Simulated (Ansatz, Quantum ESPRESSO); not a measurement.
# Mode couplings of Ca (Fm-3m) in a second program, part 2 of 4

Each step names its level of theory.

So far. Step 2 (Relaxation): The largest force is now zero by symmetry and the largest stress component 0.014 GPa. Step 3 (Ground state with pw.x): With these potentials, mesh and smearing the cell is at 0.0060 GPa. The relaxed cell has a = 5.524 Å (conventional setting).

### Step 4. Second program, linear response: Fermi–Dirac smearing of 0.1 eV

Level of this step: DFT PBE, scalar-relativistic, plane waves, GBRV ultrasoft pseudopotentials (Quantum ESPRESSO).

ph.x gives each mode's frequency and linewidth; λ of a mode follows from Gaussian double-delta sums over the k mesh, here at four widths.

Input file ph.in:

```
phonons and couplings
&INPUTPH
  prefix          = 'x'
  outdir          = './tmp'
  tr2_ph          = 1.0d-15
  fildyn          = 'x.dyn'
  fildvscf        = 'dvscf'
  ldisp           = .true.
  nq1             = 2
  nq2             = 2
  nq3             = 2
  electron_phonon = 'simple'
  el_ph_ngauss    = 0
  el_ph_sigma     = 0.00734986
  el_ph_nsigma    = 4
  alpha_mix(1)    = 0.5
  amass(1)        = 40.078
/
```

Command:

```
OMP_NUM_THREADS=1 mpirun -n 4 ph.x -nk 4 -in ph.in > ph.x.log
```

The program printed:

```text
[banner, memory and clock lines left out]
Program PHONON v.7.5

     ./tmp/x.save/

     IMPORTANT: XC functional enforced from input :
     Exchange-correlation= PBE
                           (   1   4   3   4   0   0   0)
     Any further DFT definition will be discarded
     Please, verify this is what you really want

     G-vector sticks info

     Reading collected, re-writing distributed wavefunctions in ./tmp/

     Dynamical matrices for ( 2, 2, 2)  uniform grid of q-points
     (   3 q-points):
       N         xq(1)         xq(2)         xq(3)
       1   0.000000000   0.000000000   0.000000000
       2  -0.353553391  -0.353553391   0.353553391
       3  -0.707106781   0.000000000   0.000000000

     Number and degeneracy of irreps per q-point
       N         xq(1)         xq(2)         xq(3)   N irreps
       1   0.000000000   0.000000000   0.000000000       1
        3
       2  -0.353553391  -0.353553391   0.353553391       2
        1   2
       3  -0.707106781   0.000000000   0.000000000       2
        1   2

     Saving dvscf to file. Distribute only q points, not irreducible representations.

     Calculation of q =    0.0000000   0.0000000   0.0000000

     phonons and couplings

     bravais-lattice index     =            0
     lattice parameter (alat)  =       7.3816  a.u.
     unit-cell volume          =     284.4017 (a.u.)^3
     number of atoms/cell      =            1
     number of atomic types    =            1
     kinetic-energy cut-off    =      45.0000  Ry
     charge density cut-off    =     360.0000  Ry
     convergence threshold     =      1.0E-15
     beta                      =       0.5000
     number of iterations used =            4
     Exchange-correlation= PBE
                           (   1   4   3   4   0   0   0)

     celldm(1)=    7.38158  celldm(2)=    0.00000  celldm(3)=    0.00000
     celldm(4)=    0.00000  celldm(5)=    0.00000  celldm(6)=    0.00000

     crystal axes: (cart. coord. in units of alat)
               a(1) = (  0.0000  0.7071  0.7071 )
               a(2) = (  0.7071  0.0000  0.7071 )
               a(3) = (  0.7071  0.7071  0.0000 )

     reciprocal axes: (cart. coord. in units 2 pi/alat)
               b(1) = ( -0.7071  0.7071  0.7071 )
               b(2) = (  0.7071 -0.7071  0.7071 )
               b(3) = (  0.7071  0.7071 -0.7071 )

     Atoms inside the unit cell:

     Cartesian axes

     site n.  atom      mass           positions (alat units)
        1  Ca     40.0780   tau(    1) = (    0.00000    0.00000    0.00000  )

     Computing dynamical matrix for
                    q = (   0.0000000   0.0000000   0.0000000 )

     49 Sym.Ops. (with q -> -q+G )

     G cutoff =  496.8678  (  32743 G-vectors)     FFT grid: ( 45, 45, 45)
     G cutoff =  248.4339  (  11575 G-vectors)  smooth grid: ( 32, 32, 32)

     number of k points=    47  Fermi-Dirac smearing, width (Ry)=  0.0073

     PseudoPot. # 1 for Ca read from file:
     ./pseudo/Ca.upf
     Pseudo is Ultrasoft + core correction, Zval = 10.0
     Using radial grid of  845 points,  6 beta functions with:
                l(1) =   0
                l(2) =   0
                l(3) =   1
                l(4) =   1
                l(5) =   2
                l(6) =   2
     Q(r) pseudized with  8 coefficients,  rinner =    1.500   1.500   1.500
                                                       1.500   1.500

     Mode symmetry, O_h (m-3m)  point group:

     Atomic displacements:
     There are    1 irreducible representations

     Representation     1      3 modes -  To be done

     Alpha used in Ewald sum =   2.8000

     Representation #   1 modes #   1   2   3

     Self-consistent Calculation

     Pert. #  1: Fermi energy shift (Ry) =     1.1632E-25     3.7616E-37
     Pert. #  2: Fermi energy shift (Ry) =     2.4126E-25    -1.2539E-37
     Pert. #  3: Fermi energy shift (Ry) =     0.0000E+00    -5.0154E-37

      thresh= 1.000E-02 alpha_mix =  0.500 |ddv_scf|^2 =  7.878E-07

     Pert. #  1: Fermi energy shift (Ry) =     2.1972E-25     1.6837E-40
     Pert. #  2: Fermi energy shift (Ry) =    -8.6165E-27     2.1428E-40
     Pert. #  3: Fermi energy shift (Ry) =    -5.0837E-25    -1.6837E-40

      thresh= 8.876E-05 alpha_mix =  0.500 |ddv_scf|^2 =  4.239E-09

     Pert. #  1: Fermi energy shift (Ry) =    -1.2494E-25     3.8265E-42
     Pert. #  2: Fermi energy shift (Ry) =    -2.1541E-26    -4.2091E-41
     Pert. #  3: Fermi energy shift (Ry) =     2.3695E-26     1.5306E-41

      thresh= 6.511E-06 alpha_mix =  0.500 |ddv_scf|^2 =  7.504E-10

     Pert. #  1: Fermi energy shift (Ry) =    -7.1086E-26    -5.7397E-42
     Pert. #  2: Fermi energy shift (Ry) =     3.4466E-26    -1.1479E-41
     Pert. #  3: Fermi energy shift (Ry) =     9.9089E-26     1.9132E-41

      thresh= 2.739E-06 alpha_mix =  0.500 |ddv_scf|^2 =  9.935E-12

     Pert. #  1: Fermi energy shift (Ry) =     9.4781E-26     6.2180E-42
     Pert. #  2: Fermi energy shift (Ry) =     3.0158E-26     9.5662E-43
     Pert. #  3: Fermi energy shift (Ry) =     7.9702E-26     2.3915E-43

      thresh= 3.152E-07 alpha_mix =  0.500 |ddv_scf|^2 =  2.584E-14

     Pert. #  1: Fermi energy shift (Ry) =     6.8932E-26     1.1958E-42
     Pert. #  2: Fermi energy shift (Ry) =     7.3240E-26     1.7638E-42
     Pert. #  3: Fermi energy shift (Ry) =    -4.5236E-26    -1.4349E-42

      thresh= 1.607E-08 alpha_mix =  0.500 |ddv_scf|^2 =  4.819E-15

     Pert. #  1: Fermi energy shift (Ry) =    -1.5510E-25     1.1958E-42
     Pert. #  2: Fermi energy shift (Ry) =     4.3082E-26     1.7638E-42
     Pert. #  3: Fermi energy shift (Ry) =     1.5079E-26    -1.4349E-42

      thresh= 6.942E-09 alpha_mix =  0.500 |ddv_scf|^2 =  6.375E-18

     End of self-consistent calculation

     Convergence has been achieved

     Number of q in the star =    1
     List of q in the star:
          1   0.000000000   0.000000000   0.000000000

     Diagonalizing the dynamical matrix

     q = (    0.000000000   0.000000000   0.000000000 )

 **************************************************************************
     freq (    1) =       0.024154 [THz] =       0.805688 [cm-1]
     freq (    2) =       0.024154 [THz] =       0.805688 [cm-1]
     freq (    3) =       0.024154 [THz] =       0.805688 [cm-1]
 **************************************************************************

     Mode symmetry, O_h (m-3m)  point group:

     freq (   1-   3) =          0.8  [cm-1]   --> T_1u G_15  G_4- I

     Gaussian Broadening:   0.007 Ry, ngauss=   0
     DOS =  8.677873 states/spin/Ry/Unit Cell at Ef=  5.040417 eV
     double delta at Ef =**********
     lambda(    1)=  0.0000   gamma=    0.03 GHz
[...]
DOS =  8.001597 states/spin/Ry/Unit Cell at Ef=  5.009055 eV
     double delta at Ef =117.797178
[...]
Calculation of q =   -0.7071068   0.0000000   0.0000000

     G-vector sticks info

     Title:
     phonons and couplings

     bravais-lattice index     =            0
     lattice parameter (alat)  =       7.3816  a.u.
     unit-cell volume          =     284.4017 (a.u.)^3
     number of atoms/cell      =            1
     number of atomic types    =            1
     number of electrons       =        10.00
     number of Kohn-Sham states=           12
     kinetic-energy cutoff     =      45.0000  Ry
     charge density cutoff     =     360.0000  Ry
     Exchange-correlation= PBE
                           (   1   4   3   4   0   0   0)

     celldm(1)=   7.381575  celldm(2)=   0.000000  celldm(3)=   0.000000
     celldm(4)=   0.000000  celldm(5)=   0.000000  celldm(6)=   0.000000

     crystal axes: (cart. coord. in units of alat)
               a(1) = (   0.000000   0.707107   0.707107 )
               a(2) = (   0.707107   0.000000   0.707107 )
               a(3) = (   0.707107   0.707107   0.000000 )

     reciprocal axes: (cart. coord. in units 2 pi/alat)
               b(1) = ( -0.707107  0.707107  0.707107 )
               b(2) = (  0.707107 -0.707107  0.707107 )
               b(3) = (  0.707107  0.707107 -0.707107 )

     PseudoPot. # 1 for Ca read from file:
     ./pseudo/Ca.upf
     Pseudo is Ultrasoft + core correction, Zval = 10.0
     Using radial grid of  845 points,  6 beta functions with:
[...]
l(5) =   2
                l(6) =   2
     Q(r) pseudized with  8 coefficients,  rinner =    1.500   1.500   1.500
                                                       1.500   1.500

     atomic species   valence    mass     pseudopotential
     Ca               10.00    40.07800     Ca( 1.00)

     48 Sym. Ops., with inversion, found

   Cartesian axes

     site n.     atom                  positions (alat units)
         1        Ca     tau(   1) = (   0.0000000   0.0000000   0.0000000  )

     number of k points=   204  Fermi-Dirac smearing, width (Ry)=  0.0073

     Number of k-points >= 100: set verbosity='high' to print them.

     Dense  grid:    32743 G-vectors     FFT dimensions: (  45,  45,  45)

     Smooth grid:    11575 G-vectors     FFT dimensions: (  32,  32,  32)

     The potential is recalculated from file :
     ./tmp/_ph0/x.q_3/x.save/charge-density

     Starting wfcs are   10 atomic +    2 random wfcs

     Band Structure Calculation
     Davidson diagonalization with overlap

     ethr =  1.00E-10,  avg # of iterations = 13.6

     End of band structure calculation

     Number of k-points >= 100: set verbosity='high' to print the bands.

     the Fermi energy is     5.0235 ev

     Writing config to output data dir ./tmp/_ph0/x.q_3/x.save/ :
     XML data file

     phonons and couplings

     bravais-lattice index     =            0
     lattice parameter (alat)  =       7.3816  a.u.
     unit-cell volume          =     284.4017 (a.u.)^3
     number of atoms/cell      =            1
     number of atomic types    =            1
     kinetic-energy cut-off    =      45.0000  Ry
     charge density cut-off    =     360.0000  Ry
     convergence threshold     =      1.0E-15
     beta                      =       0.5000
     number of iterations used =            4
     Exchange-correlation= PBE
                           (   1   4   3   4   0   0   0)

     celldm(1)=    7.38158  celldm(2)=    0.00000  celldm(3)=    0.00000
     celldm(4)=    0.00000  celldm(5)=    0.00000  celldm(6)=    0.00000

     crystal axes: (cart. coord. in units of alat)
               a(1) = (  0.0000  0.7071  0.7071 )
               a(2) = (  0.7071  0.0000  0.7071 )
               a(3) = (  0.7071  0.7071  0.0000 )

     reciprocal axes: (cart. coord. in units 2 pi/alat)
               b(1) = ( -0.7071  0.7071  0.7071 )
               b(2) = (  0.7071 -0.7071  0.7071 )
               b(3) = (  0.7071  0.7071 -0.7071 )

     Atoms inside the unit cell:

     Cartesian axes

     site n.  atom      mass           positions (alat units)
        1  Ca     40.0780   tau(    1) = (    0.00000    0.00000    0.00000  )

     Computing dynamical matrix for
                    q = (  -0.7071068   0.0000000   0.0000000 )

     17 Sym.Ops. (with q -> -q+G )

     G cutoff =  496.8678  (  32743 G-vectors)     FFT grid: ( 45, 45, 45)
     G cutoff =  248.4339  (  11575 G-vectors)  smooth grid: ( 32, 32, 32)

     number of k points=   204  Fermi-Dirac smearing, width (Ry)=  0.0073

     PseudoPot. # 1 for Ca read from file:
     ./pseudo/Ca.upf
     Pseudo is Ultrasoft + core correction, Zval = 10.0
     Using radial grid of  845 points,  6 beta functions with:
                l(1) =   0
                l(2) =   0
                l(3) =   1
                l(4) =   1
                l(5) =   2
                l(6) =   2
     Q(r) pseudized with  8 coefficients,  rinner =    1.500   1.500   1.500
                                                       1.500   1.500

     Mode symmetry, D_4h(4/mmm) point group:

     Atomic displacements:
     There are    2 irreducible representations

     Representation     1      1 modes -  To be done

     Representation     2      2 modes -  To be done

     Alpha used in Ewald sum =   2.8000

     Representation #   1 mode #   1

     Self-consistent Calculation

[...]
thresh= 6.577E-08 alpha_mix =  0.500 |ddv_scf|^2 =  5.513E-16

     End of self-consistent calculation

     Convergence has been achieved

     Representation #   2 modes #   2   3

     Self-consistent Calculation

      thresh= 1.000E-02 alpha_mix =  0.500 |ddv_scf|^2 =  2.983E-06

      thresh= 1.727E-04 alpha_mix =  0.500 |ddv_scf|^2 =  9.359E-09

      thresh= 9.674E-06 alpha_mix =  0.500 |ddv_scf|^2 =  1.628E-09

      thresh= 4.035E-06 alpha_mix =  0.500 |ddv_scf|^2 =  1.820E-11

      thresh= 4.266E-07 alpha_mix =  0.500 |ddv_scf|^2 =  1.357E-13

      thresh= 3.684E-08 alpha_mix =  0.500 |ddv_scf|^2 =  2.008E-14

      thresh= 1.417E-08 alpha_mix =  0.500 |ddv_scf|^2 =  4.943E-17

     End of self-consistent calculation

     Convergence has been achieved

     Number of q in the star =    3
     List of q in the star:
          1  -0.707106781  -0.000000000   0.000000000
          2   0.000000000  -0.000000000  -0.707106781
          3  -0.000000000  -0.707106781   0.000000000

     Diagonalizing the dynamical matrix

     q = (   -0.707106781   0.000000000   0.000000000 )

 **************************************************************************
     freq (    1) =       3.828492 [THz] =     127.704755 [cm-1]
     freq (    2) =       3.828492 [THz] =     127.704755 [cm-1]
     freq (    3) =       4.933324 [THz] =     164.557965 [cm-1]
 **************************************************************************

     Mode symmetry, D_4h(4/mmm) point group:

     freq (   1-   2) =        127.7  [cm-1]   --> E_u  X_5' M_5'
     freq (   3-   3) =        164.6  [cm-1]   --> A_2u X_4' M_4'

     Gaussian Broadening:   0.007 Ry, ngauss=   0
     DOS =  8.677927 states/spin/Ry/Unit Cell at Ef=  5.040414 eV
     double delta at Ef =138.169902
[...]
Gaussian Broadening:   0.015 Ry, ngauss=   0
     DOS =  8.391176 states/spin/Ry/Unit Cell at Ef=  5.027016 eV
     double delta at Ef =112.912751
[...]
lambda(    2)=  0.0031   gamma=    0.36 GHz
     lambda(    3)=  0.0108   gamma=    2.10 GHz

     Gaussian Broadening:   0.022 Ry, ngauss=   0
     DOS =  8.011734 states/spin/Ry/Unit Cell at Ef=  5.018984 eV
     double delta at Ef =106.585776
     lambda(    1)=  0.0045   gamma=    0.50 GHz
     lambda(    2)=  0.0045   gamma=    0.50 GHz
     lambda(    3)=  0.0250   gamma=    4.65 GHz

     Gaussian Broadening:   0.029 Ry, ngauss=   0
     DOS =  8.001597 states/spin/Ry/Unit Cell at Ef=  5.009055 eV
     double delta at Ef =104.043645
     lambda(    1)=  0.0063   gamma=    0.71 GHz
     lambda(    2)=  0.0063   gamma=    0.71 GHz
     lambda(    3)=  0.0312   gamma=    5.81 GHz
```

It took 2.2 min on 4 MPI ranks of Arm Neoverse N1, shared host; 9 min of CPU time.

Numbers from this step:

| Quantity | Value |
| --- | --- |
| highest frequency, solved or plainly interpolated | 164.6 cm⁻¹ |
| omega log against width | 13.2, 14.85, 15.06, 14.21 meV, at widths 0.1 to 0.4 eV |

As ph.x prints them, no sum rule imposed; at the zone centre the sum is no linewidth. Double-delta sums:

```
q1    q2    q3  star  mode  omega (meV)  lambda_q, sigma 0.1 eV  lambda_q, sigma 0.2 eV  lambda_q, sigma 0.3 eV  lambda_q, sigma 0.4 eV  half width at sigma 0.2 (meV)
 0     0     0     1     1      0.09989                       0                       0                       0                       0                        1.65e-4
 0     0     0     1     2      0.09989                       0                       0                       0                       0                        1.65e-4
 0     0     0     1     3      0.09989                       0                       0                       0                       0                        1.65e-4
 0     0  -0.5     4     1        9.447                  0.0051                  0.0199                  0.0254                  0.0381                       0.003433
 0     0  -0.5     4     2        9.447                  0.0051                  0.0199                  0.0254                  0.0381                       0.003433
 0     0  -0.5     4     3        19.08                  0.0073                  0.0603                  0.0748                  0.0733                        0.04251
 0  -0.5  -0.5     3     1        15.83                  0.0023                  0.0031                  0.0045                  0.0063                       0.001489
 0  -0.5  -0.5     3     2        15.83                  0.0023                  0.0031                  0.0045                  0.0063                       0.001489
 0  -0.5  -0.5     3     3         20.4                 3.00e-4                  0.0108                   0.025                  0.0312                       0.008685
```

Mean over the q mesh without its centre; few wavevectors enter, so none of the widths can be taken as converged. The coupling constant λ, lambda by Gaussian width:

```
Gaussian width (eV)  coupling constant λ, lambda
              0.100                       0.0121
              0.200                       0.0645
              0.300                       0.0863
              0.400                        0.104
```

λ runs from 0.0121 at 0.1 eV to 0.104 at 0.4 eV.

[end of part 2 of 4]

[Logs are printed without paths, hosts, clocks, repeated set-up lines and the standing remarks that a program may print on its own settings, such as how far it seeks lower states.]

[Hosts, paths, dates, database ids (printed as entryN), source tags and the programs' standing remarks are cut or masked in the printed files.]
